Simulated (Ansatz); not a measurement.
## LiCu2Se2: relaxing a made-up structure

Starting from a made-up structure for LiCu2Se2, the aim is the relaxed cell, its shortest contacts and, where a second run follows, its electronic structure.

Method: DFT, PBEsol, plane-wave PAW, files of the set soft_1, scalar-relativistic, ferromagnetic start, cell and ions relaxed at zero pressure; PAW set soft_1, in the first sound run; inputs show where later runs differ, in Ansatz 0.2.0.

## 1. Starting point

It takes space group I4/mmm (No. 139, tetragonal). Conventional cell: a = 3.585 Å, b = 3.585 Å, c = 13.066 Å, α = 90.00°, β = 90.00°, γ = 90.00°. Nearest to Se lie 4 Cu at 2.28 Å and 4 Li at 3.14 Å. Cu has 4 Se at 2.28 Å and 4 Cu at 2.53 Å nearest. Nearest to Li lie 8 Se at 3.14 Å. Farther neighbours and most contacts between anions are not listed.

As a file:

```cif
data_structure
_symmetry_space_group_name_H-M 'P 1'
_symmetry_Int_Tables_number 1
_cell_length_a 7.0076
_cell_length_b 7.0076
_cell_length_c 7.0076
_cell_angle_alpha 150.359
_cell_angle_beta 150.359
_cell_angle_gamma 42.415
_cell_volume 83.96
loop_
_atom_site_label
_atom_site_type_symbol
_atom_site_fract_x
_atom_site_fract_y
_atom_site_fract_z
_atom_site_occupancy
Se1 Se 0.64230 0.64230 0.00000 1
Se2 Se 0.35770 0.35770 0.00000 1
Cu3 Cu 0.25000 0.75000 0.50000 1
Cu4 Cu 0.75000 0.25000 0.50000 1
Li5 Li 0.00000 0.00000 0.00000 1
```

## 2. Relaxing cell and atoms

The guessed cell has no reason to be at equilibrium. It is relaxed with the atoms, within the space group of the guess.

File input.yaml:

```yaml
crystal:
  lattice:
    - [-1.7925, 1.7925, 6.533]
    - [1.7925, -1.7925, 6.533]
    - [1.7925, 1.7925, -6.533]
  atoms:
    - { symbol: Se, position: [0.6423, 0.6423, 0.0] }
    - { symbol: Se, position: [0.3577, 0.3577, 0.0] }
    - { symbol: Cu, position: [0.25, 0.75, 0.5], spin: 0.6 }
    - { symbol: Cu, position: [0.75, 0.25, 0.5], spin: 0.6 }
    - { symbol: Li, position: [0.0, 0.0, 0.0] }
magnetization:
  spin_polarized: true
kpoints:
  mp_grid: { grid: [10, 10, 10] }
scf:
  occupations: { method: fermi_dirac, width: 0.05 }
hamiltonian:
  xc: pbesol
  pseudopotentials: { kind: paw, azcp: { folder: soft_1 }, xc_functional: pbe }
relax:
  f_tol: 0.015
  max_steps: 70
  cell: {}
output:
  forces: true
  stress: true
```

Launch:

```
> ansatz run input.yaml --threads 4 --pin off --max-ram 8192MiB --backend cpu --events-out ev --progress --plain --runs-dir out
```

Numbers of over 12 decimals in the logs are rounded to 6 here.

The program printed:

```text
basis.fft_grid_basis auto: the FFT boxes are laid along the combinations [[1, 0, 1], [0, 1, 1], [0, 0, 1]] of the cell's own vectors, 3.585, 3.585 and 7.008 Å long. The dense box has 24×24×48 points. Along the cell's own vectors, as sized, it would have 48×48×48, 4.00 times as many. Of the 16 symmetry operations that the crystal satisfies within crystal.symmetry.tolerance (time reversal apart; of a slab, those that k [...]
Engine: ansatz 0.2.0, aarch64-unknown-linux-gnu
Pseudopotentials: kind: paw
Pseudopotential: Se, paw, valence charge 16, recommended cutoff 420 eV (normal), soft_1/Se.paw.azcp
Pseudopotential: Cu, paw, valence charge 19, recommended cutoff 420 eV (normal), soft_1/Cu.paw.azcp
Pseudopotential: Li, paw, valence charge 3, recommended cutoff 420 eV (normal), soft_1/Li.paw.azcp
Functional definition: PBEsol
  exchange = pbesol_x
  correlation = pbesol_c
Crystal: 5 atoms, lattice volume = 83.964 Å³
Basis set: ecut = 420 eV, 1637 PW (Γ), FFT grids on a1+a3, a2+a3, a3, exchange–correlation on 48×48×96 points (8 copies of the dense FFT grid, shifted against one another)
Bands: 45, of which v1, the nominal top of the filled ones, is band 37 counted from 1 (36 counted from 0)
Symmetry: 16 space group operations
Space group: I4/mmm (ITA 139), of the structure as read, at distance tolerance 4.4e-5 Å
Magnetic group: BNS 139.531 (UNI 1191), of the structure as read, at distance tolerance 4.4e-5 Å
k-points: 102 of 1000
Non-local potential: Se, projectors of the file, l = 0: 2, l = 1: 2, l = 2: 3, l = 3: 1
Non-local potential: Cu, projectors of the file, l = 0: 3, l = 1: 2, l = 2: 3, l = 3: 1
Non-local potential: Li, projectors of the file, l = 0: 3, l = 1: 2, l = 2: 1
PAW form: soft (Blöchl's): semilocal exchange-correlation on the pseudo side does not see the compensation charge
PAW frozen core: Se, regenerated for the run's functional, and the local potential with it (the file was generated under x = pbe(κ = 0.804, μ = 0.219515), c = pbe(β = 0.066725))
PAW frozen core: Cu, regenerated for the run's functional, and the local potential with it (the file was generated under x = pbe(κ = 0.804, μ = 0.219515), c = pbe(β = 0.066725))
PAW one-centre angular grid: Se, 590 points (default); XC on 64 Gauss nodes
PAW one-centre angular grid: Cu, 590 points (default); XC on 64 Gauss nodes
PAW one-centre angular grid: Li, 110 points (default); XC on 64 Gauss nodes
Initial density: superposition of atomic densities (chi_scale 0.1, normalization cell, long waves kept (reshape's long-wave potential 0.08 eV rms))
Starting moments: Σ|m| = 1.2 μB on 2 of 5 sites
Initial wavefunctions: pseudopotential atomic-orbital guess
Functional: x = pbesol(κ = 0.804, μ = 0.123457), c = pbesol(β = 0.046)
iter 1 solved again at ethr=1.90e-3 eV; its pass at ethr=3.10e-3 eV (dr2=1.39e0 eV) is discarded
SCF iter   1: F=—  HF=-24230.192810 eV  |F-HF|=—  |Δ(HF+E_count)|=         —  Δρ=4.76e-2 (↑4.04e-2 ↓4.76e-2)  dr2=1.41e0  dr2_m=1.30e0  M=0.155 μB ∫|m|=0.210 μB  β_m=0.30  ethr=1.90e-3  ⟨swp⟩=1.0  Hψ=44535  notcnv=0
preconditioner: auto → Kerker (q_TF=auto, 2.665 Å⁻¹)  [metal: Δε(μ)=0.017 eV  Ē_g=10.467 eV  σ=0.050 eV  W_gap=0.09  n_scr=32 (ndim 8)  ℏωp=24.0 eV  f_vac=0.092  D(μ)=1.58/eV (n_scr^D=10)]
spin=Collinear: Kerker preconditioning applied to the charge; magnetization (m = ρ↑ − ρ↓) channel mixes plain (no charge-response kernel on spin).
SCF iter   2: F=—  HF=-24230.205608 eV  |F-HF|=—  |Δ(HF+E_count)|=   1.28e-2  Δρ=3.43e-2 (↑3.43e-2 ↓3.08e-2)  dr2=8.55e-1  dr2_m=6.97e-1  M=0.128 μB ∫|m|=0.177 μB  β_m=0.30  ethr=1.90e-3  ⟨swp⟩=2.0  Hψ=10876  notcnv=0
SCF iter   3: F=—  HF=-24230.201166 eV  |F-HF|=—  |Δ(HF+E_count)|=   4.44e-3  Δρ=2.64e-2 (↑2.64e-2 ↓1.83e-2)  dr2=1.67e-1  dr2_m=3.72e-1  M=0.114 μB ∫|m|=0.156 μB  β_m=0.30  ethr=1.17e-3  ⟨swp⟩=2.6  Hψ=14492  notcnv=0  defer=286
SCF iter   4: F=—  HF=-24230.191135 eV  |F-HF|=—  |Δ(HF+E_count)|=   1.00e-2  Δρ=2.00e-2 (↑2.00e-2 ↓1.31e-2)  dr2=5.82e-2  dr2_m=2.07e-1  M=0.094 μB ∫|m|=0.130 μB  β_m=0.30  ethr=2.29e-4  ⟨swp⟩=2.9  Hψ=14313  notcnv=0  defer=533
SCF iter   5: F=—  HF=-24230.193861 eV  |F-HF|=—  |Δ(HF+E_count)|=   2.73e-3  Δρ=1.78e-2 (↑7.64e-3 ↓1.78e-2)  dr2=5.59e-2  dr2_m=1.22e-1  M=0.069 μB ∫|m|=0.099 μB  β_m=0.30  ethr=7.97e-5  ⟨swp⟩=2.0  Hψ=15662  notcnv=0  defer=533
SCF iter   6: F=—  HF=-24230.201539 eV  |F-HF|=—  |Δ(HF+E_count)|=   7.68e-3  Δρ=1.37e-2 (↑5.46e-3 ↓1.37e-2)  dr2=3.90e-2  dr2_m=6.93e-2  M=0.054 μB ∫|m|=0.079 μB  β_m=0.30  ethr=7.66e-5  ⟨swp⟩=1.0  Hψ=10096  notcnv=0  defer=528
SCF iter   7: F=—  HF=-24230.194756 eV  |F-HF|=—  |Δ(HF+E_count)|=   6.78e-3  Δρ=8.20e-3 (↑6.23e-3 ↓8.20e-3)  dr2=5.35e-3  dr2_m=3.97e-2  M=0.042 μB ∫|m|=0.063 μB  β_m=0.30  ethr=5.34e-5  ⟨swp⟩=2.0  Hψ=15666  notcnv=0  defer=528
SCF iter   8: F=—  HF=-24230.195501 eV  |F-HF|=—  |Δ(HF+E_count)|=   7.45e-4  Δρ=5.48e-3 (↑5.45e-3 ↓5.48e-3)  dr2=9.44e-4  dr2_m=2.27e-2  M=0.033 μB ∫|m|=0.051 μB  β_m=0.30  ethr=7.33e-6  ⟨swp⟩=2.0  Hψ=14509  notcnv=0  defer=528
Mixer restart at iter 8: flushing history
spin-set hold released at iteration 8 (site moments contracting): the magnetisation degrees of freedom join the quasi-Newton model from the next iteration; the mixer history was flushed
SCF iter   9: F=—  HF=-24230.197496 eV  |F-HF|=—  |Δ(HF+E_count)|=   2.00e-3  Δρ=4.51e-3 (↑4.51e-3 ↓3.79e-3)  dr2=4.41e-4  dr2_m=1.31e-2  M=0.026 μB ∫|m|=0.041 μB  β_m=0.65  ethr=1.29e-6  ⟨swp⟩=2.0  Hψ=11788  notcnv=0  defer=528
SCF iter  10: F=—  HF=-24230.201786 eV  |F-HF|=—  |Δ(HF+E_count)|=   4.29e-3  Δρ=4.21e-4 (↑2.31e-4 ↓4.21e-4)  dr2=5.23e-5  dr2_m=7.05e-5  M=0.004 μB ∫|m|=0.007 μB  β_m=0.79  ethr=6.04e-7  ⟨swp⟩=2.0  Hψ=16353  notcnv=0  defer=528
SCF iter  11: F=—  HF=-24230.202161 eV  |F-HF|=—  |Δ(HF+E_count)|=   3.75e-4  Δρ=1.22e-3 (↑1.22e-3 ↓1.10e-3)  dr2=2.95e-3  dr2_m=3.98e-6  M=0.001 μB ∫|m|=0.003 μB  β_m=0.60  ethr=7.17e-8  ⟨swp⟩=3.0  Hψ=18420  notcnv=0  defer=526  recentre
SCF iter  12: F=—  HF=-24230.201412 eV  |F-HF|=—  |Δ(HF+E_count)|=   7.49e-4  Δρ=1.49e-4 (↑1.25e-4 ↓1.49e-4)  dr2=2.18e-5  dr2_m=5.93e-7  M=0.001 μB ∫|m|=0.001 μB  β_m=0.62  ethr=7.17e-8  ⟨swp⟩=2.8  Hψ=18086  notcnv=0  defer=525
SCF iter  13: F=—  HF=-24230.201431 eV  |F-HF|=—  |Δ(HF+E_count)|=   1.88e-5  Δρ=8.51e-5 (↑5.55e-5 ↓8.51e-5)  dr2=8.00e-6  dr2_m=5.86e-7  M=0.001 μB ∫|m|=0.001 μB  β_m=0.81  ethr=2.98e-8  ⟨swp⟩=2.9  Hψ=16197  notcnv=0  defer=525
[...]
Basis set: ecut = 420 eV, 1721 PW (Γ), FFT grids on a1+a3, a2+a3, a3, exchange–correlation on 50×50×96 points (8 copies of the dense FFT grid, shifted against one another)
Initial wavefunctions: pseudopotential atomic-orbital guess (no wavefunctions were taken with the density)
iter 1 solved again at ethr=2.10e-7 eV; its pass at ethr=3.10e-3 eV (dr2=1.53e-4 eV) is discarded
SCF iter   1: F=—  HF=-24230.944861 eV  |F-HF|=—  |Δ(HF+E_count)|=         —  Δρ=6.70e-4 (↑6.70e-4 ↓6.70e-4)  dr2=4.81e-5  dr2_m=1.68e-11  M=0.000 μB ∫|m|=0.000 μB  β_m=0.30  ethr=2.10e-7  ⟨swp⟩=3.0  Hψ=54214  notcnv=0
preconditioner: auto → Kerker (q_TF=auto, 2.645 Å⁻¹)  [metal: Δε(μ)=0.009 eV  Ē_g=9.403 eV  σ=0.050 eV  W_gap=0.04  n_scr=32 (ndim 8)  ℏωp=23.4 eV  f_vac=0.114  D(μ)=2.17/eV (n_scr^D=12)]
spin=Collinear: Kerker preconditioning applied to the charge; magnetization (m = ρ↑ − ρ↓) channel mixes plain (no charge-response kernel on spin).
SCF iter   2: F=—  HF=-24230.948223 eV  |F-HF|=—  |Δ(HF+E_count)|=   3.36e-3  Δρ=4.74e-4 (↑4.74e-4 ↓4.74e-4)  dr2=2.64e-5  dr2_m=8.45e-12  M=0.000 μB ∫|m|=0.000 μB  β_m=0.61  ethr=6.60e-8  ⟨swp⟩=2.0  Hψ=12872  notcnv=0
SCF iter   3: F=—  HF=-24230.950959 eV  |F-HF|=—  |Δ(HF+E_count)|=   2.74e-3  Δρ=9.52e-5 (↑9.52e-5 ↓9.51e-5)  dr2=1.12e-5  dr2_m=2.13e-13  M=0.000 μB ∫|m|=0.000 μB  β_m=0.49  ethr=3.61e-8  ⟨swp⟩=2.0  Hψ=12962  notcnv=0
SCF iter   4: F=—  HF=-24230.950995 eV  |F-HF|=—  |Δ(HF+E_count)|=   3.60e-5  Δρ=2.05e-5 (↑2.05e-5 ↓2.05e-5)  dr2=7.08e-7  dr2_m=3.97e-14  M=0.000 μB ∫|m|=0.000 μB  β_m=0.48  ethr=1.54e-8  ⟨swp⟩=2.0  Hψ=16159  notcnv=0
SCF iter   5: F=—  HF=-24230.950995 eV  |F-HF|=—  |Δ(HF+E_count)|=   2.09e-7  Δρ=8.46e-6 (↑8.46e-6 ↓8.46e-6)  dr2=1.19e-7  dr2_m=2.33e-14  M=0.000 μB ∫|m|=0.000 μB  β_m=0.72  ethr=9.70e-10  ⟨swp⟩=2.0  Hψ=11665  notcnv=0
SCF iter   6: F=—  HF=-24230.950995 eV  |F-HF|=—  |Δ(HF+E_count)|=   2.56e-7  Δρ=7.42e-6 (↑7.42e-6 ↓7.42e-6)  dr2=1.34e-7  dr2_m=4.06e-15  M=0.000 μB ∫|m|=0.000 μB  β_m=0.86  ethr=1.63e-10  ⟨swp⟩=2.0  Hψ=12307  notcnv=0
SCF iter   7: F=—  HF=-24230.950995 eV  |F-HF|=—  |Δ(HF+E_count)|=   2.92e-7  Δρ=2.08e-6 (↑2.08e-6 ↓2.08e-6)  dr2=3.97e-8  dr2_m=7.31e-16  M=0.000 μB ∫|m|=0.000 μB  β_m=0.71  ethr=1.63e-10  ⟨swp⟩=1.0  Hψ=9180  notcnv=0
SCF iter   8: F=—  HF=-24230.950995 eV  |F-HF|=—  |Δ(HF+E_count)|=   8.33e-9  Δρ=1.84e-6 (↑1.84e-6 ↓1.84e-6)  dr2=3.36e-8  dr2_m=4.59e-16  M=0.000 μB ∫|m|=0.000 μB  β_m=0.68  ethr=5.43e-11  ⟨swp⟩=2.2  Hψ=14411  notcnv=0
SCF iter   9: F=—  HF=-24230.950995 eV  |F-HF|=—  |Δ(HF+E_count)|=   5.28e-9  Δρ=5.42e-7 (↑5.42e-7 ↓5.42e-7)  dr2=2.35e-9  dr2_m=5.83e-17  M=-0.000 μB ∫|m|=0.000 μB  β_m=0.77  ethr=4.60e-11  ⟨swp⟩=1.9  Hψ=9958  notcnv=0
SCF iter  10: F=—  HF=-24230.950904 eV  |F-HF|=—  |Δ(HF+E_count)|=   9.14e-5  Δρ=1.22e-6 (↑1.22e-6 ↓1.22e-6)  dr2=9.93e-9  dr2_m=4.44e-17  M=-0.000 μB ∫|m|=0.000 μB  β_m=0.77  ethr=3.21e-12  ⟨swp⟩=3.0  Hψ=19142  notcnv=0
SCF iter  11: F=—  HF=-24230.950904 eV  |F-HF|=—  |Δ(HF+E_count)|=  3.67e-10  Δρ=8.08e-7 (↑8.08e-7 ↓8.08e-7)  dr2=3.77e-9  dr2_m=1.09e-17  M=-0.000 μB ∫|m|=0.000 μB  β_m=0.89  ethr=3.21e-12  ⟨swp⟩=2.0  Hψ=11420  notcnv=0
SCF iter  12: F=—  HF=-24230.950904 eV  |F-HF|=—  |Δ(HF+E_count)|=   1.99e-9  Δρ=1.14e-7 (↑1.14e-7 ↓1.14e-7)  dr2=5.79e-11  dr2_m=6.91e-18  M=-0.000 μB ∫|m|=0.000 μB  β_m=0.93  ethr=3.21e-12  ⟨swp⟩=2.0  Hψ=12964  notcnv=0
SCF iter  13: F=—  HF=-24230.950904 eV  |F-HF|=—  |Δ(HF+E_count)|=  1.46e-11  Δρ=1.93e-7 (↑1.93e-7 ↓1.93e-7)  dr2=2.17e-10  dr2_m=4.50e-18  M=-0.000 μB ∫|m|=0.000 μB  β_m=0.93  ethr=1.00e-12  ⟨swp⟩=4.0  Hψ=32109  notcnv=0
SCF iter  14: F=-24230.950904 eV  HF=-24230.950904 eV  |F-HF|=1.46e-11  |Δ(HF+E_count)|=  1.46e-11  Δρ=5.81e-8 (↑5.81e-8 ↓5.81e-8)  dr2=1.86e-11  dr2_m=8.07e-19  M=-0.000 μB ∫|m|=0.000 μB  ethr=1.00e-12  ⟨swp⟩=3.0  Hψ=31849  notcnv=0
the starting moments were not kept: the SCF closed with an absolute magnetisation of 9.4e-10 μB, where they sum to 1.2 μB in size (2 sites). That is at most 0.1 of that sum. Measured as dr2_m measures the in/out step, that magnetisation stands 2.5e-19 eV from none, at or under the dr2_threshold of 5.0e-11 eV: it is no larger than a step whose dr2_m would equal this threshold.
SCF 8 converged in 14 iterations: F = -24230.950904 eV  dr2 = 1.86e-11
relax step   8: F+E_penalty+E_count = -24230.95090384 eV  Δ(F+E_penalty+E_count) = -1.232e-3 eV  max|allowed force component| = 1.185e-3 eV/Å  Δτ_max = 0.0000 Å  P = -0.006 GPa  Ω = 87.995 Å³  stress off target by 3.14e-2 GPa  SCF on the basis re-selected at this cell (its energy is not comparable with the rows above)  (14 SCF iters)
basis re-selected at this cell: Δ(F+E_penalty+E_count) = -1.232e-3 eV, ΔP = -0.014 GPa vs the last step (what re-selecting the basis moved, of the pressure what is left beyond the Pulay correction that the steps carried, after the strain that the cell walked since its last selection, with what the two solves' SCF thresholds leave and, on support functions, any second-order correction that the steps lacked; it is no measure of the basis error at this ecutwfc). The dense FFT grid was sized anew with the basis: this SCF ran on 25×25×48 points, the steps before it on 24×24×48, so part of this shift can come from that change (see relax.cell in the input reference). [rest of the remark cut]
SCF converged after 14 iterations
Magnetization: -0.0000 μB (36.5000 up, 36.5000 down)
Absolute magnetization: 0.0000 μB (∫|ρ↑−ρ↓|, with the PAW one-centre terms)
Spin contamination: 0.0000 ħ² per cell (⟨S²⟩ above its minimum at these occupations)
Per-site moments (μB) at R_I (Å): [(-1.3829746382146318e-10, 1.006857), (-1.3829755441714566e-10, 1.006857), (-1.3440700726140876e-10, 1.006857), (-1.3440692160036893e-10, 1.006857), (2.1355756384063912e-12, 1.270365)]
Free energy (F): -24230.950904 eV
Harris-Foulkes:  -24230.950904 eV  (|F-HF|=1.46e-11)
Internal energy: -24230.932890 eV  (E = F + TS)
E sigma→0 (E₀):  -24230.941897 eV
Entropy (-TS):   -0.018014 eV (-3.603 meV/atom)
Fermi energy:    9.130227 eV
--- Per-component energies (eV) ---
  E_band       = -1806.719059
  E_kinetic    = 760.599264
  E_local      = -19914.492722  (includes V_loc(G=0)·N_el)
  E_nonlocal   = 1065.706666
  E_hartree    = 9265.897619
  E_xc         = -314.966532
  E_vxc        = -369.755336  (∫ρ·V_xc dr)
  E_paw        = -7756.261127  (= ΣΔE_a)
  E_vpaw       = -1880.573491  (= ΣTr[D̂ρ^β])
  E_aug_tail   = 0.001507  (compensation charges beyond the density's cutoff)
  E_ewald      = -7339.846873
  E_core_change = 2.429309  (= ΣΔE_core)
  E_smearing   = -0.018014  (= −TS)
  E_closure    = -0.000000  (closes the sum)
  Σ components = -24230.950904   (vs F -24230.950904, Δ=0.00e0)
--- Forces (eV/Å), atoms counted from 1 ---
  atom   1  Se     0.00000000     0.00000000    -0.00118540
  atom   2  Se     0.00000000     0.00000000     0.00118540
  atom   3  Cu     0.00000000    -0.00000000     0.00000000
  atom   4  Cu    -0.00000000    -0.00000000     0.00000000
  atom   5  Li    -0.00000000     0.00000000     0.00000000
  max |Σ_I F_I| component: 1.78e-17 eV/Å
--- Stress (GPa, compression-positive) ---
        0.006542       0.000000       0.000000
        0.000000       0.006542       0.000000
        0.000000       0.000000      -0.031380
  P = ⅓ Tr σ = -0.0061 GPa (-0.061 kbar)
--- Relaxed structure (7 steps of the walk, 7 accepted, 1 SCFs on fresh bases) ---
  F+E_penalty+E_count = -24230.95090384 eV   max|allowed force component| = 1.185e-3 eV/Å   (the final SCF, on the basis selected at the relaxed cell)
  cell:  # Å, volume = 87.9949 Å³
    - [-1.829807, 1.829807, 6.570324]
    - [1.829807, -1.829807, 6.570324]
    - [1.829807, 1.829807, -6.570324]
  atoms:
    - { symbol: Se, position: [0.627066, 0.627066, 0] }
    - { symbol: Se, position: [0.372934, 0.372934, 0] }
    - { symbol: Cu, position: [0.25, 0.75, 0.5] }
    - { symbol: Cu, position: [0.75, 0.25, 0.5] }
    - { symbol: Li, position: [3.9829867043704435e-19, 3.9829867043704425e-19, 0] }
```

It took 93 s on 4 threads of Arm Neoverse V1, shared host; peak memory 0.81 GiB.

The steps of the relaxation:

| step | energy less that of the first step (eV) | largest force component (eV/Å) | pressure (GPa) | volume (Å³) |
| --- | --- | --- | --- | --- |
| 1 | 0.0000 | 3.2528 | 14.70 | 83.96 |
| 2 | -0.5966 | 1.2040 | 6.76 | 83.87 |
| 3 | -0.7356 | 0.3273 | 1.06 | 88.22 |
| 4 | -0.7455 | 0.0526 | 0.06 | 88.35 |
| 5 | -0.7464 | 0.0154 | 0.01 | 88.18 |
| 6 | -0.7479 | 0.0422 | -0.10 | 87.95 |
| 7 | -0.7482 | 0.0014 | 0.01 | 87.99 |
| 8* | -0.7495 | 0.0012 | -0.01 | 87.99 |

Relaxation steps marked * repeat the geometry before them on a plane-wave basis chosen anew for their cell, so energy and pressure can jump there.

Forces are held to the 16 operations that the run works with; a distortion that breaks them can't arise in this run.

| conventional cell, symmetrised | before | after | change |
| --- | --- | --- | --- |
| a (Å) | 3.585 | 3.660 | +2.1 % |
| b (Å) | 3.585 | 3.660 | +2.1 % |
| c (Å) | 13.066 | 13.141 | +0.6 % |
| volume (Å³/atom) | 16.79 | 17.60 | +4.8 % |

The atoms that moved most (Å, as changes of fractional coordinates times the final cell):

| atom | dx | dy | dz | length |
| --- | --- | --- | --- | --- |
| Se1 | 0.000 | 0.000 | -0.200 | 0.200 |
| Se2 | 0.000 | 0.000 | 0.200 | 0.200 |

The relaxed structure:

```xyz
5
Lattice="-1.8298 1.8298 6.5703 1.8298 -1.8298 6.5703 1.8298 1.8298 -6.5703" Properties=species:S:1:pos:R:3 pbc="T T T"
Se    0.0000    0.0000    8.2401
Se    0.0000    0.0000    4.9006
Cu    1.8298    0.0000    3.2852
Cu    0.0000    1.8298    3.2852
Li    0.0000    0.0000    0.0000
```

Numbers from this step:

| Item | Value |
| --- | --- |
| free energy | -24230.9509 eV |
| energy at zero smearing | -24230.9419 eV |
| smearing term TS | 0.01801 eV |
| Fermi energy | 9.130 eV |
| electrons | 73 |
| symmetry operations | 16 |
| pressure | -0.006098 GPa |

Shortest distances by pair of elements, guess and relaxed (not always the same contact):

| pair | guess (Å) | relaxed (Å) |
| --- | --- | --- |
| Cu–Se | 2.279 | 2.441 |
| Cu–Cu | 2.535 | 2.588 |
| Li–Se | 3.144 | 3.080 |
| Se–Se | 3.585 | 3.339 |
| Li–Li | 3.585 | 3.660 |

The relaxation ends with a largest force component of 0.0012 eV/Å and a pressure of -0.01 GPa. The starting moments have collapsed: the run ends non-magnetic.

(Continued in part 2 of 2.)

[Logs are printed without paths, hosts, clocks, repeated set-up lines and the standing remarks that a program may print on its own settings, such as how far it seeks lower states.]

[Hosts, paths, dates, database ids (printed as entryN), source tags and the programs' standing remarks are cut or masked in the printed files.]
